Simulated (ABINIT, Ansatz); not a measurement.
# A GW chain in ABINIT: BaSrSn2O6 (P4/mmm)

Aim: the G0W0 gap of BaSrSn2O6 (P4/mmm) on LDA, step by step.

Main program and level: ABINIT 10.8.3; LDA and many-body steps on it, plane waves.

Most raw output is cut from this account.

### Step 1. Starting point

Symmetry: P4/mmm, No. 123, tetragonal system. The conventional cell has a = 4.146 Å, b = 4.146 Å, c = 8.295 Å, α = 90.00°, β = 90.00°, γ = 90.00°. Ba has 12 O at 2.93 to 2.97 Å nearest. Nearest to Sr lie 12 O at 2.89 to 2.93 Å. Nearest to Sn lie 6 O at 2.05 to 2.10 Å. Nearest to O lie 2 Sn at 2.10 Å and 4 Ba at 2.93 Å. Nearest to O lie 2 Sn at 2.05 Å and 4 Sr at 2.93 Å. O has 2 Sn at 2.07 Å and 2 Sr at 2.89 Å and 2 Ba at 2.97 Å nearest. Farther neighbours and most contacts between anions are not listed.

The cell and positions are those that the Materials Project relaxed with its own functionals (PBE, PBE+U or r2SCAN), kept fixed. Spin-orbit coupling is left out unless a step names it.

### Step 2. Ground state

This step: ABINIT 10.8.3; DFT, LDA, plane waves, norm-conserving pseudopotentials.

The ground-state density comes first.

run.abi reads:

```
acell 3*1.0 Angstrom
rprim 
  4.146422000000 0.000000000000 0.000000000000
  0.000000000000 4.146422000000 0.000000000000
  0.000000000000 0.000000000000 8.294893000000
ntypat 4
znucl 56 38 50 8
natom 10
typat 1 2 3 3 4 4 4 4 4 4
xred 
  0.500000000000 0.500000000000 0.000000000000
  0.500000000000 0.500000000000 0.500000000000
  0.000000000000 0.000000000000 0.747206000000
  0.000000000000 0.000000000000 0.252794000000
  0.000000000000 0.000000000000 0.000000000000
  0.000000000000 0.000000000000 0.500000000000
  0.000000000000 0.500000000000 0.256664000000
  0.000000000000 0.500000000000 0.743336000000
  0.500000000000 0.000000000000 0.743336000000
  0.500000000000 0.000000000000 0.256664000000
pp_dirpath "pseudos"
pseudos "Ba.upf, Sr.upf, Sn.upf, O.upf"
ecut 42
ngkpt 6 6 4
nshiftk 1
shiftk 0 0 0
kptopt 1
chksymbreak 0
nband 59
occopt 1
tolvrs 1e-10
nstep 60
prtwf 0
optforces 0
optstress 0
indata_prefix "in"
outdata_prefix "out"
tmpdata_prefix "tmp"
```

Launch:

```sh
OMP_NUM_THREADS=1 mpirun -n 4 abinit run.abi > log
```

Run time: 5.8 min. Hardware: 4 MPI ranks of Arm Neoverse V2, shared host; peak memory 0.8 GiB; 23 min of CPU time.

This step gave:

- total energy: -16460.9850 eV
- gap: 0.5069 eV
- k of the valence top: 0.5, 0.5, 0
- k of the conduction bottom: 0, 0, 0
- least direct gap: 1.174 eV

The gap is indirect, with the least direct gap 0.67 eV higher.

### Step 3. Bands along the symmetry lines

Levels along a band path, at the cheap level, show where the edges lie and whether the meshes to come will hold them.

Edit run.abi of step 2 so:

```diff
@@ -23,14 +23,53 @@
 ecut 42
-ngkpt 6 6 4
-nshiftk 1
-shiftk 0 0 0
-kptopt 1
-chksymbreak 0
-nband 59
-occopt 1
-tolvrs 1e-10
-nstep 60
+iscf -2
+irdden 1
+kptopt 0
+nkpt 39
+kpt 
+  0.00000000 0.00000000 0.00000000
+  0.00000000 0.12500000 0.00000000
+  0.00000000 0.25000000 0.00000000
+  0.00000000 0.37500000 0.00000000
+  0.00000000 0.50000000 0.00000000
+  0.12500000 0.50000000 0.00000000
+  0.25000000 0.50000000 0.00000000
+  0.37500000 0.50000000 0.00000000
+  0.50000000 0.50000000 0.00000000
+  0.37500000 0.37500000 0.00000000
+  0.25000000 0.25000000 0.00000000
+  0.12500000 0.12500000 0.00000000
+  0.00000000 0.00000000 0.00000000
+  0.00000000 0.00000000 0.12500000
+  0.00000000 0.00000000 0.25000000
+  0.00000000 0.00000000 0.37500000
+  0.00000000 0.00000000 0.50000000
+  0.00000000 0.12500000 0.50000000
+  0.00000000 0.25000000 0.50000000
+  0.00000000 0.37500000 0.50000000
+  0.00000000 0.50000000 0.50000000
+  0.12500000 0.50000000 0.50000000
+  0.25000000 0.50000000 0.50000000
+  0.37500000 0.50000000 0.50000000
+  0.50000000 0.50000000 0.50000000
+  0.37500000 0.37500000 0.50000000
+  0.25000000 0.25000000 0.50000000
+  0.12500000 0.12500000 0.50000000
+  0.00000000 0.00000000 0.50000000
+  0.00000000 0.50000000 0.00000000
+  0.00000000 0.50000000 0.12500000
+  0.00000000 0.50000000 0.25000000
+  0.00000000 0.50000000 0.37500000
+  0.00000000 0.50000000 0.50000000
+  0.50000000 0.50000000 0.00000000
+  0.50000000 0.50000000 0.12500000
+  0.50000000 0.50000000 0.25000000
+  0.50000000 0.50000000 0.37500000
+  0.50000000 0.50000000 0.50000000
+istwfk *1
+nband 57
+nbdbuf 2
+tolwfr 1e-08
+nstep 40
 prtwf 0
-optforces 0
-optstress 0
+prtvol 0
 indata_prefix "in"
```

It took 3.8 min on 4 MPI ranks; peak memory 0.8 GiB; 15 min of CPU time.

This step gave:

| Property | Result |
| --- | --- |
| gap | 0.5069 eV |
| k of the valence top | 0.5, 0.5, 0 |
| k of the conduction bottom | 0, 0, 0 |
| least direct gap | 1.174 eV |

The gap is 0.507 eV, as in the run before at this level.

Electronic bands along the path, in eV, zero at the top of the highest filled band:

```csv
point,band 47,band 48,band 49,band 50,band 51,band 52,band 53,band 54
Γ,-0.97,-0.68,-0.67,-0.67,0.51,4.52,4.82,4.90
halfway,-1.00,-0.84,-0.81,-0.49,2.48,5.16,5.67,5.74
X,-1.10,-1.06,-0.82,-0.06,4.50,6.37,6.57,6.63
halfway,-0.63,-0.58,-0.50,-0.03,5.11,5.79,6.17,6.24
M,-0.07,0.00,0.00,0.00,5.04,5.10,5.10,6.48
halfway,-0.75,-0.68,-0.47,-0.37,3.48,5.37,6.16,6.60
Γ,-0.97,-0.68,-0.67,-0.67,0.51,4.52,4.82,4.90
halfway,-0.96,-0.96,-0.71,-0.71,1.20,3.83,5.03,5.13
Z,-0.87,-0.87,-0.78,-0.78,2.48,2.49,5.34,5.56
halfway,-0.98,-0.97,-0.53,-0.42,3.42,3.54,5.93,6.40
R,-1.09,-0.89,-0.59,-0.40,5.03,5.28,6.80,7.13
halfway,-0.74,-0.60,-0.43,-0.32,5.21,5.50,6.46,6.75
A,-0.60,-0.60,-0.04,-0.03,5.50,6.01,6.01,6.12
halfway,-0.61,-0.53,-0.52,-0.46,3.97,4.17,6.52,6.58
Z,-0.87,-0.87,-0.78,-0.78,2.48,2.49,5.34,5.56
jump to X,-1.10,-1.06,-0.82,-0.06,4.50,6.37,6.57,6.63
halfway,-1.11,-0.88,-0.86,-0.18,4.65,5.92,6.66,6.86
R,-1.09,-0.89,-0.59,-0.40,5.03,5.28,6.80,7.13
jump to M,-0.07,0.00,0.00,0.00,5.04,5.10,5.10,6.48
halfway,-0.19,-0.19,-0.06,-0.01,5.23,5.40,5.40,6.35
A,-0.60,-0.60,-0.04,-0.03,5.50,6.01,6.01,6.12
```

### Step 4. Empty states on the mesh, 2×2×1 mesh, 309 bands

The sums over transitions need many empty states on a uniform mesh; this step solves for them.

run.abi reads:

```
acell 3*1.0 Angstrom
rprim 
  4.146422000000 0.000000000000 0.000000000000
  0.000000000000 4.146422000000 0.000000000000
  0.000000000000 0.000000000000 8.294893000000
ntypat 4
znucl 56 38 50 8
natom 10
typat 1 2 3 3 4 4 4 4 4 4
xred 
  0.500000000000 0.500000000000 0.000000000000
  0.500000000000 0.500000000000 0.500000000000
  0.000000000000 0.000000000000 0.747206000000
  0.000000000000 0.000000000000 0.252794000000
  0.000000000000 0.000000000000 0.000000000000
  0.000000000000 0.000000000000 0.500000000000
  0.000000000000 0.500000000000 0.256664000000
  0.000000000000 0.500000000000 0.743336000000
  0.500000000000 0.000000000000 0.743336000000
  0.500000000000 0.000000000000 0.256664000000
pp_dirpath "pseudos"
pseudos "Ba.upf, Sr.upf, Sn.upf, O.upf"
ecut 42
ngkpt 2 2 1
nshiftk 1
shiftk 0 0 0
kptopt 1
chksymbreak 0
iscf -2
irdden 1
istwfk *1
nband 309
nbdbuf 28
tolwfr 1e-09
nstep 60
prtvol 0
indata_prefix "in"
outdata_prefix "out"
tmpdata_prefix "tmp"
```

Run time: 3.2 min. Hardware: 4 MPI ranks; peak memory 0.57 GiB.

This step gave:

- gap: 0.5069 eV
- k of the valence top: 0.5, 0.5, 0
- k of the conduction bottom: 0, 0, 0
- least direct gap: 1.174 eV
- k points computed: 3
- lowest point of the top converged band, above the valence top: 69.9436 eV

On this mesh the gap is 0.507 eV.

### Step 5. Screening, 2×2×1 mesh, 281 bands, screening to 176.9 eV

The RPA dielectric matrix is built and inverted for each q.

This step: RPA screening on LDA, plane waves, norm-conserving pseudopotentials.

Edit run.abi of step 4 so:

```diff
@@ -28,10 +28,11 @@
 chksymbreak 0
-iscf -2
-irdden 1
 istwfk *1
-nband 309
-nbdbuf 28
-tolwfr 1e-09
-nstep 60
-prtvol 0
+occopt 1
+irdwfk 1
+optdriver 3
+nband 281
+ecuteps 6.5
+inclvkb 2
+awtr 1
+symchi 1
 indata_prefix "in"
```

Wall time 2.6 min (4 MPI ranks); peak memory 2.5 GiB; 11 min of CPU time.

This step gave:

| Quantity | Value |
| --- | --- |
| ε∞ with local fields, on this mesh, along the program's q direction | 17.95 |
| the same without local fields | 19.55 |
| plasma frequency | 31.09 eV |
| plane waves in the screening matrix | 757 |

Local fields lower ε∞ by 8 %. On a Γ-centred mesh this coarse the value itself is usually too large, while a short band sum pulls it down.

### Step 6. Self-energy, 2×2×1 mesh, 281 bands, screening to 176.9 eV

The self-energy is evaluated for the states that the input lists, and the levels follow from it, in one-shot runs by the linearised quasiparticle equation.

This step: G0W0 on LDA, plane waves, norm-conserving pseudopotentials.

Edit run.abi of step 5 so:

```diff
@@ -31,8 +31,17 @@
 irdwfk 1
-optdriver 3
+optdriver 4
 nband 281
+gwcalctyp 0
+ecutsigx 42
+symsigma 1
+nkptgw 2
+kptgw 
+  0.5000000000 0.5000000000 0.0000000000
+  0.0000000000 0.0000000000 0.0000000000
+bdgw 
+  49 53
+  49 52
 ecuteps 6.5
-inclvkb 2
-awtr 1
-symchi 1
+irdscr 1
+ppmodel 1
 indata_prefix "in"
```

It took 49 s on 4 MPI ranks; peak memory 1.9 GiB.

This step gave:

* G0W0 gap on the points computed: 1.832 eV
* starting gap on the mesh: 0.5069 eV
* k of the valence top: 0.5, 0.5, 0
* k of the conduction bottom: 0, 0, 0
* Z at the valence top: 0.765
* Z at the conduction bottom: 0.812
* least direct G0W0 gap on the computed points: 2.511 eV

The gap on the mesh goes from 0.51 eV to 1.83 eV, a correction of +1.33 eV.

Limits: finite bands, cutoff and mesh; no spin-orbit coupling; coarse k mesh. v1 is the top filled band, c1 the lowest empty one. The levels before and after the correction (eV, zero at the valence-band top of each column):

```csv
,conduction bottom,valence top
Kohn-Sham,0.51,0.00
G0W0,1.83,0.00
```

```csv
,level,energy (eV)
Kohn-Sham,(0.5 0.5 0) v2-v1,0.000
Kohn-Sham,(0.5 0.5 0) c1,5.039
Kohn-Sham,(0.5 0.5 0) c2-c3,5.102
Kohn-Sham,Γ v2-v1,-0.667
Kohn-Sham,Γ c1,0.507
Kohn-Sham,Γ c2,4.518
G0W0,(0.5 0.5 0) v2-v1,0.000
G0W0,(0.5 0.5 0) c1,6.173
G0W0,(0.5 0.5 0) c2-c3,6.227
G0W0,Γ v2-v1,-0.679
G0W0,Γ c1,1.832
G0W0,Γ c2,6.078
```

### Step 7. Where the time went

Times are wall times on 4 MPI ranks of Arm Neoverse V2, shared host, good to a factor of about two.

```csv
step,time,share,memory (GiB)
ground state,5.8 min,36 %,0.8
bands along the symmetry lines,3.8 min,23 %,0.8
empty states on the mesh,3.2 min,20 %,0.57
screening,2.6 min,16 %,2.5
self-energy,49 s,5 %,1.9
```

### Step 8. Summary of results

```yaml
lda_gap: 0.51 eV, indirect
g0w0_gap_on_the_mesh: 1.83 eV
gw_settings: 2×2×1 mesh, 281 bands, screening to 176.9 eV, Godby-Needs plasmon pole
known_limits: not at the basis limit; no spin-orbit coupling; coarse k mesh
```

What this shows: G0W0 moves the gap on the mesh from 0.51 eV to 1.83 eV (+1.33 eV), with Z of 0.77 and 0.81 at the edges. Local fields lower the RPA ε∞ on this mesh from 19.55 to 17.95; a Γ-centred mesh this coarse tends to raise both, most where the direct gap is narrow, while a short band sum lowers them. Only 2 of the mesh's irreducible points were corrected, so a valley elsewhere could overtake. The dearest step here is «ground state». Bands and cutoff are finite, so the gap is not at the basis limit. The miss can reach some tenths of an eV and take either sign; the mesh is an error of its own. In the G0W0 run levels were corrected at 2 k points alone, so a gap called «on the mesh» is the least over those, and an edge elsewhere would be missed. The 2×2×1 mesh is coarse for this cell, which bears on the long-range parts of exchange and screening. The many-body steps are scalar-relativistic: spin-orbit coupling is not in them.

[Paths, hosts, dates, memory and timing lines, banners, echoed tables and standing remarks are left out of the program output.]

[Logs are printed without paths, hosts, clocks, repeated set-up lines and the standing remarks that a program may print on its own settings, such as how far it seeks lower states.]

[Runs of the session that timed out or met a known fault of the program may be left out.]

[Hosts, paths, dates, database ids (printed as entryN), source tags and the programs' standing remarks are cut or masked in the printed files.]

[G0W0 gaps are taken among the corrected bands and points alone; a level outside them can change the order at an edge.]

[Where Ansatz stands beside ABINIT at settings called matched, ABINIT's density can come from a denser mesh and the files from another edition; pairs whose starting gaps differed by over 0.03 eV were left out, so agreement reads better than it is.]
